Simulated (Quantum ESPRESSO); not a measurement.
# Collinear magnetic orders of Nickel with Quantum ESPRESSO

A self-consistent run ends on one state, which hangs on the start. Several orders of Nickel are started in Quantum ESPRESSO and their energies compared.

Calculated with Quantum ESPRESSO 7.5; PBEsol; plane waves with GBRV 1.5 PBEsol potentials, no spin-orbit coupling.

## Step 1: The starting structure

The structure is cubic, space group Fm-3m (No. 225). Conventional cell: a = 3.524 Å, b = 3.524 Å, c = 3.524 Å, α = 90.00°, β = 90.00°, γ = 90.00°. Ni has 12 Ni at 2.49 Å nearest.

Coordinates:

```cif
data_structure
_symmetry_space_group_name_H-M 'Fm-3m'
_symmetry_Int_Tables_number 225
_cell_length_a 3.5239
_cell_length_b 3.5239
_cell_length_c 3.5239
_cell_angle_alpha 90.000
_cell_angle_beta 90.000
_cell_angle_gamma 90.000
_cell_volume 43.76
loop_
_atom_site_label
_atom_site_type_symbol
_atom_site_symmetry_multiplicity
_atom_site_Wyckoff_symbol
_atom_site_fract_x
_atom_site_fract_y
_atom_site_fract_z
_atom_site_occupancy
Ni1 Ni 4 a 0.00000 0.00000 0.00000 1
```

The cell comes from the Crystallography Open Database.

## Step 2: Run 1, typed as ferro +

The signs are those of the starting moments on the seeded atoms, the atoms that are given a moment.

pw.in reads:

```
&CONTROL
  calculation = 'scf'
  prefix = 'pwscf'
  outdir = './tmp'
  pseudo_dir = './pseudo'
  disk_io = 'nowf'
/
&SYSTEM
  ibrav = 0
  nat = 1
  ntyp = 1
  ecutwfc = 40
  ecutrho = 280
  nbnd = 15
  occupations = 'smearing'
  smearing = 'fd'
  degauss = 0.00734986
  nspin = 2
  starting_magnetization(1) = 0.0556
/
&ELECTRONS
  conv_thr = 2d-09
  electron_maxstep = 150
  mixing_beta = 0.3
/
ATOMIC_SPECIES
Ni     58.6934 ni_pbesol_v1.4.uspp.F.UPF
CELL_PARAMETERS angstrom
   0.0000000000    1.7619350000    1.7619350000
   1.7619350000    0.0000000000    1.7619350000
   1.7619350000    1.7619350000    0.0000000000
ATOMIC_POSITIONS crystal
Ni      0.0000000000    0.0000000000    0.0000000000
K_POINTS automatic
12 12 12 0 0 0
```

Launch:

```console
$ OMP_NUM_THREADS=1 mpirun -n 4 pw.x -nk 4 -in pw.in > pw.out
```

The log of the run:

```text
Program PWSCF v.7.5 starts

     Message from routine setup:
     using ibrav=0 with symmetry is DISCOURAGED, use correct ibrav instead

     K-points division:     npool     =       4
     Subspace diagonalization in iterative solution of the eigenvalue problem:

     G-vector sticks info
     --------------------
     sticks:   dense  smooth     PW     G-vecs:    dense   smooth      PW
     Sum         433     253     85                 5817     2565     537

     Using Slab Decomposition

     bravais-lattice index     =            0
     lattice parameter (alat)  =       4.7087  a.u.
     unit-cell volume          =      73.8238 (a.u.)^3
     number of atoms/cell      =            1
     number of atomic types    =            1
     number of electrons       =        18.00
     number of Kohn-Sham states=           15
     kinetic-energy cutoff     =      40.0000  Ry
     charge density cutoff     =     280.0000  Ry
     scf convergence threshold =      2.0E-09
     mixing beta               =       0.3000
     number of iterations used =            8  plain     mixing
     Exchange-correlation= SLA  PW   PSX  PSC
                           (   1   4  10   8   0   0   0)

     celldm(1)=   4.708730  celldm(2)=   0.000000  celldm(3)=   0.000000
     celldm(4)=   0.000000  celldm(5)=   0.000000  celldm(6)=   0.000000

     crystal axes: (cart. coord. in units of alat)
               a(1) = (   0.000000   0.707107   0.707107 )
               a(2) = (   0.707107   0.000000   0.707107 )
               a(3) = (   0.707107   0.707107   0.000000 )

     reciprocal axes: (cart. coord. in units 2 pi/alat)
               b(1) = ( -0.707107  0.707107  0.707107 )
               b(2) = (  0.707107 -0.707107  0.707107 )
               b(3) = (  0.707107  0.707107 -0.707107 )

     PseudoPot. # 1 for Ni read from file:
     ni_pbesol_v1.4.uspp.F.UPF
     Pseudo is Ultrasoft + core correction, Zval = 18.0
     Generated by new atomic code, or converted to UPF format
     Using radial grid of  865 points,  6 beta functions with:
                l(1) =   0
                l(2) =   0
                l(3) =   1
                l(4) =   1
                l(5) =   2
                l(6) =   2
     Q(r) pseudized with 10 coefficients,  rinner =    0.980   0.980   0.980
                                                       0.980   0.980

     atomic species   valence    mass     pseudopotential
     Ni               18.00    58.69340     Ni( 1.00)

     Starting magnetic structure
     atomic species   magnetization
     Ni              0.056

     48 Sym. Ops., with inversion, found

   Cartesian axes

     site n.     atom                  positions (alat units)
         1        Ni     tau(   1) = (   0.0000000   0.0000000   0.0000000  )

     number of k points=    72  Fermi-Dirac smearing, width (Ry)=  0.0073
                       cart. coord. in units 2pi/alat
        k(    1) = (   0.0000000   0.0000000   0.0000000), wk =   0.0005787
        k(    2) = (   0.0589256   0.0589256  -0.0589256), wk =   0.0046296
        k(    3) = (   0.1178511   0.1178511  -0.1178511), wk =   0.0046296
        k(    4) = (   0.1767767   0.1767767  -0.1767767), wk =   0.0046296
        k(    5) = (   0.2357023   0.2357023  -0.2357023), wk =   0.0046296
        [... 67 further k-points ...]

     Dense  grid:     5817 G-vectors     FFT dimensions: (  25,  25,  25)

     Smooth grid:     2565 G-vectors     FFT dimensions: (  20,  20,  20)

     Check: negative core charge=   -0.000020
     Generating pointlists ...
     new r_m :   0.4125 (alat units)  1.9424 (a.u.) for type    1

     Initial potential from superposition of free atoms

     starting charge      16.0000, renormalised to      18.0000
     Starting wfcs are   13 randomized atomic wfcs +    2 random wfcs

     Self-consistent Calculation

     iteration #  1     ecut=    40.00 Ry     beta= 0.30
     Davidson diagonalization with overlap
     ethr =  1.00E-02,  avg # of iterations =  4.6

     total energy              =    -336.64063637 Ry
     estimated scf accuracy    <      31.96815865 Ry

     total magnetization       =     0.18 Bohr mag/cell
     absolute magnetization    =     0.21 Bohr mag/cell

     iteration #  2     ecut=    40.00 Ry     beta= 0.30
     Davidson diagonalization with overlap
     ethr =  1.00E-02,  avg # of iterations =  3.0

     total energy              =    -342.83213029 Ry
     estimated scf accuracy    <       1.22304645 Ry

     total magnetization       =     0.41 Bohr mag/cell
     absolute magnetization    =     0.48 Bohr mag/cell

     iteration #  3     ecut=    40.00 Ry     beta= 0.30
     Davidson diagonalization with overlap
     ethr =  6.79E-03,  avg # of iterations =  2.0

     total energy              =    -343.07391707 Ry
     estimated scf accuracy    <       0.06190270 Ry

     total magnetization       =     0.71 Bohr mag/cell
     absolute magnetization    =     0.76 Bohr mag/cell

     [... further iterations left out ...]

     iteration #  8     ecut=    40.00 Ry     beta= 0.30
     Davidson diagonalization with overlap
     ethr =  1.64E-07,  avg # of iterations =  1.1

     total energy              =    -343.08625618 Ry
     estimated scf accuracy    <       0.00000333 Ry

     total magnetization       =     0.67 Bohr mag/cell
     absolute magnetization    =     0.77 Bohr mag/cell

     iteration #  9     ecut=    40.00 Ry     beta= 0.30
     Davidson diagonalization with overlap
     ethr =  1.85E-08,  avg # of iterations =  1.0

     total energy              =    -343.08625621 Ry
     estimated scf accuracy    <       0.00000124 Ry

     total magnetization       =     0.67 Bohr mag/cell
     absolute magnetization    =     0.77 Bohr mag/cell

     iteration # 10     ecut=    40.00 Ry     beta= 0.30
     Davidson diagonalization with overlap
     ethr =  6.91E-09,  avg # of iterations =  1.5

     total energy              =    -343.08625646 Ry
     estimated scf accuracy    <       0.00000003 Ry

     total magnetization       =     0.68 Bohr mag/cell
     absolute magnetization    =     0.77 Bohr mag/cell

     iteration # 11     ecut=    40.00 Ry     beta= 0.30
     Davidson diagonalization with overlap
     ethr =  1.50E-10,  avg # of iterations =  1.8

     Magnetic moment per site  (integrated on atomic sphere of radius R)
     atom   1 (R=0.412)  charge= 16.6984  magn=  0.7152

     End of self-consistent calculation

     Number of k-points >= 100: set verbosity='high' to print the bands.

     the Fermi energy is    17.5774 ev

!    total energy              =    -343.08625649 Ry
     estimated scf accuracy    <          7.6E-10 Ry
     smearing contrib. (-TS)   =      -0.00393484 Ry
     internal energy E=F+TS    =    -343.08232165 Ry

     The total energy is F=E-TS. E is the sum of the following terms:
     one-electron contribution =    -192.32318525 Ry
     hartree contribution      =     107.49383605 Ry
     xc contribution           =     -35.17713083 Ry
     ewald contribution        =    -223.07584162 Ry

     total magnetization       =     0.68 Bohr mag/cell
     absolute magnetization    =     0.77 Bohr mag/cell

     convergence has been achieved in  11 iterations

=------------------------------------------------------------------------------=
   JOB DONE.
=------------------------------------------------------------------------------=
```

Elapsed: 3 s, on 4 MPI ranks of Intel Xeon Platinum 8488C (Sapphire Rapids), shared host; peak memory 0.24 GiB; 11 s of CPU time.

Spin moment in the atom's sphere by atom:

```csv
atom,spin moment in the atom's sphere (μB)
Ni1,0.715
```

This step gave:

```
smearing term TS       : 0.05354 eV
magnetization          : 0.675 μB
absolute magnetization : 0.77 μB
final state            : ferromagnetic
```

(Part 1 of 2 ends here.)

[Logs and program files are shortened in this print: banners, set-up blocks, solver, clock and traceback lines can be left out without a mark of their own.]

[Logs are printed without paths, hosts, clocks, repeated set-up lines and the standing remarks that a program may print on its own settings, such as how far it seeks lower states.]

[Hosts, paths, dates, database ids (printed as entryN), source tags and the programs' standing remarks are cut or masked in the printed files.]

[Where a cell is said to come from a database of computed structures, the database is the Materials Project.]
